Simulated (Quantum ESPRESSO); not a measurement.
**Nickel: parallel and opposed starts**

Does Nickel prefer parallel or opposed moments, or none?

Method: LDA; plane waves with GBRV 1.5 LDA potentials, no spin-orbit coupling, in Quantum ESPRESSO 7.5.

Report form: the programs' logs are mostly left out.

## 1. The starting structure

The structure is cubic, space group Fm-3m (No. 225). The conventional cell has a = 3.524 Å, b = 3.524 Å, c = 3.524 Å, α = 90.00°, β = 90.00°, γ = 90.00°. Ni has 12 Ni at 2.49 Å nearest.

The cell comes from the Crystallography Open Database.

## 2. Run 1 (ferro +)

The signs are those of the starting moments on the seeded atoms, the atoms that are given a moment.

The input, pw.in:

```
&CONTROL
  calculation = 'scf'
  prefix = 'pwscf'
  outdir = './tmp'
  pseudo_dir = './pseudo'
  disk_io = 'nowf'
/
&SYSTEM
  ibrav = 0
  nat = 1
  ntyp = 1
  ecutwfc = 40
  ecutrho = 280
  nbnd = 15
  occupations = 'smearing'
  smearing = 'fd'
  degauss = 0.00734986
  nspin = 2
  starting_magnetization(1) = 0.0556
/
&ELECTRONS
  conv_thr = 2d-09
  electron_maxstep = 150
  mixing_beta = 0.3
/
ATOMIC_SPECIES
Ni     58.6934 ni_lda_v1.4.uspp.F.UPF
CELL_PARAMETERS angstrom
   0.0000000000    1.7619350000    1.7619350000
   1.7619350000    0.0000000000    1.7619350000
   1.7619350000    1.7619350000    0.0000000000
ATOMIC_POSITIONS crystal
Ni      0.0000000000    0.0000000000    0.0000000000
K_POINTS automatic
12 12 12 0 0 0
```

Launch:

```bash
> OMP_NUM_THREADS=1 mpirun -n 4 pw.x -nk 4 -in pw.in > pw.out
```

It took 2.8 s on 4 MPI ranks of Intel Xeon Platinum 8375C at 2.90GHz (Ice Lake), shared host; peak memory 0.24 GiB.

Spin moment in the atom's sphere by atom:

| atom | spin moment in the atom's sphere (μB) |
| --- | --- |
| Ni1 | 0.674 |

Numbers from this step:

| Item | Value |
| --- | --- |
| smearing term TS | 0.05622 eV |
| magnetization | 0.643 μB |
| absolute magnetization | 0.716 μB |
| final state | ferromagnetic |

Spin density in the ac plane of the conventional cell at fractional y = 0.000, with atoms of Ni within 0.2 Å of it.

Ten even steps from '0' (0.0 e/Å³) to '9' (2.2 e/Å³), each cell a mean:
```
74000000000015
21000000000001
00000000000000
00000000000000
00000000000000
00000145300000
00000279500000
00000157400000
00000012100000
00000000000000
00000000000000
00000000000000
53000000000014
95000000000027
```
Columns run along a (3.5 Å), rows up along c (3.5 Å), edges of the conventional cell, whose origin can differ from the input's. Atoms in or near the plane, at fractional coordinates: Ni at (0.00, 0.00), Ni at (0.50, 0.50).

Valence density in the ac plane of the conventional cell at fractional y = 0.000, with atoms of Ni within 0.2 Å of it. It is the smooth field of the valence electrons, not physical close to the nuclei.

Ten even steps from '_' (0 e/Å³) to '@' (39 e/Å³), each cell a mean:
```
%%++..__________________::**
--..______________________::
____________________________
____________________________
____________....____________
__________..++##==__________
__________--%%@@##..________
__________::**%%++..________
____________::--..__________
____________________________
____________________________
..________________________..
##==____________________..++
@@##..__________________--%%
```
Columns run along a (3.5 Å), rows up along c (3.5 Å), edges of the conventional cell, whose origin can differ from the input's. Atoms in or near the plane, at fractional coordinates: Ni at (0.00, 0.00), Ni at (0.50, 0.50).

## 3. Run 2, typed as antiferro q=(0,1/2,1/2) +−

This order needs a doubled cell of 2 atoms. The wavevector q is in fractions of the reciprocal vectors of the crystal's primitive cell, as the cells of these inputs are built from it; moments change sign between cells as cos(2π q·R).

The input, pw.in:

```
&CONTROL
  calculation = 'scf'
  prefix = 'pwscf'
  outdir = './tmp'
  pseudo_dir = './pseudo'
  disk_io = 'nowf'
/
&SYSTEM
  ibrav = 0
  nat = 2
  ntyp = 2
  ecutwfc = 40
  ecutrho = 280
  nbnd = 25
  occupations = 'smearing'
  smearing = 'fd'
  degauss = 0.00734986
  nspin = 2
  starting_magnetization(1) = 0.0556
  starting_magnetization(2) = -0.0556
/
&ELECTRONS
  conv_thr = 4d-09
  electron_maxstep = 150
  mixing_beta = 0.3
/
ATOMIC_SPECIES
Ni1    58.6934 ni_lda_v1.4.uspp.F.UPF
Ni2    58.6934 ni_lda_v1.4.uspp.F.UPF
CELL_PARAMETERS angstrom
   0.0000000000    1.7619350000    1.7619350000
   3.5238700000    0.0000000000    3.5238700000
   3.5238700000    1.7619350000    1.7619350000
ATOMIC_POSITIONS crystal
Ni1     0.0000000000    0.0000000000    0.0000000000
Ni2     0.0000000000    0.5000000000    0.0000000000
K_POINTS automatic
12 6 12 0 0 0
```

Elapsed: 21 s, on 4 MPI ranks; peak memory 0.33 GiB.

Spin moment in the atom's sphere by atom:

| atom | spin moment in the atom's sphere (μB) |
| --- | --- |
| Ni1 | 0.0001 |
| Ni2 | -0.0001 |

This step gave:

* smearing term TS: 0.1687 eV
* magnetization: 0 μB
* absolute magnetization: 0 μB
* final state: non-magnetic

Valence density in the ac plane of the conventional cell at fractional y = 0.000, with atoms of Ni within 0.2 Å of it. It is the smooth field of the valence electrons, not physical close to the nuclei.

Ten even steps from '0' (0 e/Å³) to '9' (40 e/Å³), each cell a mean:
```
85100000000026
21000000000001
00000000000000
00000000000000
00000023100000
00000278510000
00000389610000
00000135300000
00000000000000
00000000000000
10000000000000
63000000000014
97100000000038
```
Columns run along a (3.5 Å), rows up along c (3.5 Å), edges of the conventional cell, whose origin can differ from the input's. Atoms in or near the plane, at fractional coordinates: Ni at (0.00, 0.00), Ni at (0.50, 0.50).

## 4. Run 3 (antiferro q=(0,0,1/2) +−)

This order needs a doubled cell of 2 atoms.

Changes to pw.in since step 3:

```diff
@@ -31,8 +31,8 @@
    0.0000000000    1.7619350000    1.7619350000
-   3.5238700000    0.0000000000    3.5238700000
-   3.5238700000    1.7619350000    1.7619350000
+   1.7619350000    0.0000000000    1.7619350000
+   3.5238700000    3.5238700000    0.0000000000
 ATOMIC_POSITIONS crystal
 Ni1     0.0000000000    0.0000000000    0.0000000000
-Ni2     0.0000000000    0.5000000000    0.0000000000
+Ni2     0.0000000000    0.0000000000    0.5000000000
 K_POINTS automatic
-12 6 12 0 0 0
+12 12 6 0 0 0
```

It took 15 s on 4 MPI ranks; peak memory 0.32 GiB; 59 s of CPU time.

Spin moment in the atom's sphere by atom:

| atom | spin moment in the atom's sphere (μB) |
| --- | --- |
| Ni1 | 0.0002 |
| Ni2 | -0.0002 |

Read from the output:

- smearing term TS: 0.1687 eV
- magnetization: 0 μB
- absolute magnetization: 0 μB
- final state: non-magnetic

## 5. Run 4, typed as no spin polarisation

The input, pw.in:

```
&CONTROL
  calculation = 'scf'
  prefix = 'pwscf'
  outdir = './tmp'
  pseudo_dir = './pseudo'
  disk_io = 'nowf'
/
&SYSTEM
  ibrav = 0
  nat = 1
  ntyp = 1
  ecutwfc = 40
  ecutrho = 280
  nbnd = 15
  occupations = 'smearing'
  smearing = 'fd'
  degauss = 0.00734986
/
&ELECTRONS
  conv_thr = 2d-09
  electron_maxstep = 150
  mixing_beta = 0.3
/
ATOMIC_SPECIES
Ni     58.6934 ni_lda_v1.4.uspp.F.UPF
CELL_PARAMETERS angstrom
   0.0000000000    1.7619350000    1.7619350000
   1.7619350000    0.0000000000    1.7619350000
   1.7619350000    1.7619350000    0.0000000000
ATOMIC_POSITIONS crystal
Ni      0.0000000000    0.0000000000    0.0000000000
K_POINTS automatic
12 12 12 0 0 0
```

Wall time 2 s (4 MPI ranks); peak memory 0.05 GiB; 7.2 s of CPU time.

This step gave:

| Item | Value |
| --- | --- |
| smearing term TS | 0.08435 eV |
| final state | non-magnetic (no spin polarisation) |

## 6. The states side by side

An order is kept where moments of 0.15 μB or more survive with the typed signs; meshes match where a doubled cell samples the same k points as the first cell.

Orders:

| start | final state | typed order kept | energy over the lowest (meV a seeded atom) | largest site moment (μB) | net moment (μB a cell of the first run) | mesh matched | CPU time (s) |
| --- | --- | --- | --- | --- | --- | --- | --- |
| ferro + | ferromagnetic | yes | 0 | 0.6742 | 0.6426 | yes | 10.51 |
| antiferro q=(0,1/2,1/2) +- | non-magnetic | no | 28.14 | 0 | 0 | yes | 82.48 |
| antiferro q=(0,0,1/2) +- | non-magnetic | no | 28.12 | 0 | 0 | yes | 58.74 |
| no spin polarisation | non-magnetic | - | 28.13 | 0 | 0 | yes | 7.22 |

## 7. What came out

```yaml
lowest_state_found: ferromagnetic (from ferro +)
largest_site_moment: 0.674 μB
state_without_moments: 28.1 meV a seeded atom higher
```

In words: At this level spin polarisation gains little. 2 starts lost their moments. This is the lowest of 4 collinear or spinless starts, no proof of the ground state. Energies are free energies at an electronic temperature of 1160 K, which lowers moments and differences where the moments are itinerant.

[Logs and program files are shortened in this print: banners, set-up blocks, solver, clock and traceback lines can be left out without a mark of their own.]

[Logs are printed without paths, hosts, clocks, repeated set-up lines and the standing remarks that a program may print on its own settings, such as how far it seeks lower states.]

[Hosts, paths, dates, database ids (printed as entryN), source tags and the programs' standing remarks are cut or masked in the printed files.]

[Where a cell is said to come from a database of computed structures, the database is the Materials Project.]
